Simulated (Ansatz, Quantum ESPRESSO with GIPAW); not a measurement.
# Assigning the 13C lines of C2H3N2O

The values are calculated: DFT, PBEsol, plane-wave PAW (pslibrary 1.0.0 recipes), scalar-relativistic, GIPAW shieldings (Quantum ESPRESSO with GIPAW, a patched development version). Shifts follow from reference lines fitted to measured solids with this functional and these files. 13C: δ = (162.2 − σ), zero at TMS, fitted to 6 measured values, from C, KHCO3, Li2CO3, MgCO3, Na2CO3 and SiC, with a scatter of 0.77 ppm r.m.s., on σ without the shape term. Kinds of site that fitted badly were split off after the misses were seen, so the scatter is that of the points kept. Spans are on the shift scale.

```
CELL_PARAMETERS angstrom
3.68650 -3.77300 0.00000
3.68650 3.77300 0.00000
0.00000 0.00000 10.57900
ATOMIC_POSITIONS crystal
O 0.78273 0.21727 0.03817
O 0.21727 0.78273 0.53817
O 0.21727 0.78273 0.96183
O 0.78273 0.21727 0.46183
N 0.48829 0.81294 0.13457
N 0.51171 0.18706 0.63457
N 0.81294 0.48829 0.86543
N 0.18706 0.51171 0.36543
N 0.51171 0.18706 0.86543
N 0.48829 0.81294 0.36543
N 0.18706 0.51171 0.13457
N 0.81294 0.48829 0.63457
C 0.70899 0.29101 0.93151
C 0.29101 0.70899 0.43151
C 0.29101 0.70899 0.06849
C 0.70899 0.29101 0.56849
C 0.46289 0.32426 0.75000
C 0.53711 0.67574 0.25000
C 0.32426 0.46289 0.25000
C 0.67574 0.53711 0.75000
H 0.26891 0.39783 0.75000
H 0.73109 0.60217 0.25000
H 0.39783 0.26891 0.25000
H 0.60217 0.73109 0.75000
H 0.60767 0.95562 0.09779
H 0.39233 0.04438 0.59779
H 0.95562 0.60767 0.90221
H 0.04438 0.39233 0.40221
H 0.39233 0.04438 0.90221
H 0.60767 0.95562 0.40221
H 0.04438 0.39233 0.09779
H 0.95562 0.60767 0.59779
```

The cell is an entry of the Crystallography Open Database; it need not be the form that is stable at ambient conditions. The coordinates shown are those after relaxation (atoms relaxed).

The C sites:

```tsv
site	atom no.	atoms in cell	site symmetry	surroundings	bonds (Å)
C(1)	13	4	m	CON2	1.26 to 1.36
C(2)	17	4	m	CN2CH	1.10 to 1.57
```

The lines to be assigned:

```tsv
line	δ_iso (ppm)	relative area	span (ppm)	skew
A	160.8	1	108.2	-0.26
B	64.3	1	48.0	-0.52
```

Simulated spectrum: 13C static powder, 9.4 T (100.7 MHz), lines broadened by 3.5 ppm; rigid lattice, with dipolar and J couplings left out.

δ (ppm), intensity and a bar:
```
    240.6       0.00 
    233.8       0.00 
    227.1       0.00 
    220.4       0.05 #
    214.1       0.15 #####
    207.4       0.16 #####
    200.7       0.17 #####
    194.4       0.18 #####
    187.7       0.19 ######
    181.0       0.21 ######
    174.8       0.22 #######
    168.0       0.25 ########
    161.3       0.29 #########
    154.5       0.39 ############
    151.4       0.48 ##############
    148.3       0.40 ############
    141.6       0.30 #########
    134.9       0.26 ########
    128.6       0.24 #######
    121.9       0.22 ######
    115.2       0.20 ######
    108.9       0.02 #
    102.2       0.00 
     95.5       0.02 #
     88.7       0.31 #########
     82.5       0.35 ###########
     75.8       0.40 ############
     69.0       0.47 ##############
     62.8       0.60 ##################
     56.1       1.00 ##############################
     49.3       0.64 ###################
     43.1       0.13 ####
     36.4       0.01 
     29.7       0.00 
     23.4       0.00
```

Most prominent maxima (ppm: height): 151.4: 0.48, 56.1: 1.00.

**Question.** Which site gives which line?

A: A is C(1) (CON2); B is C(2) (CN2CH). The bonded neighbours set the region: A with ON2; B with N2CH.

[Banner, clock, file and message-heading lines were taken out of the pw.x and gipaw.x logs.]

[Logs are printed without paths, hosts, clocks, repeated set-up lines and the standing remarks that a program may print on its own settings, such as how far it seeks lower states.]

[Hosts, paths, dates, database ids (printed as entryN), source tags and the programs' standing remarks are cut or masked in the printed files.]
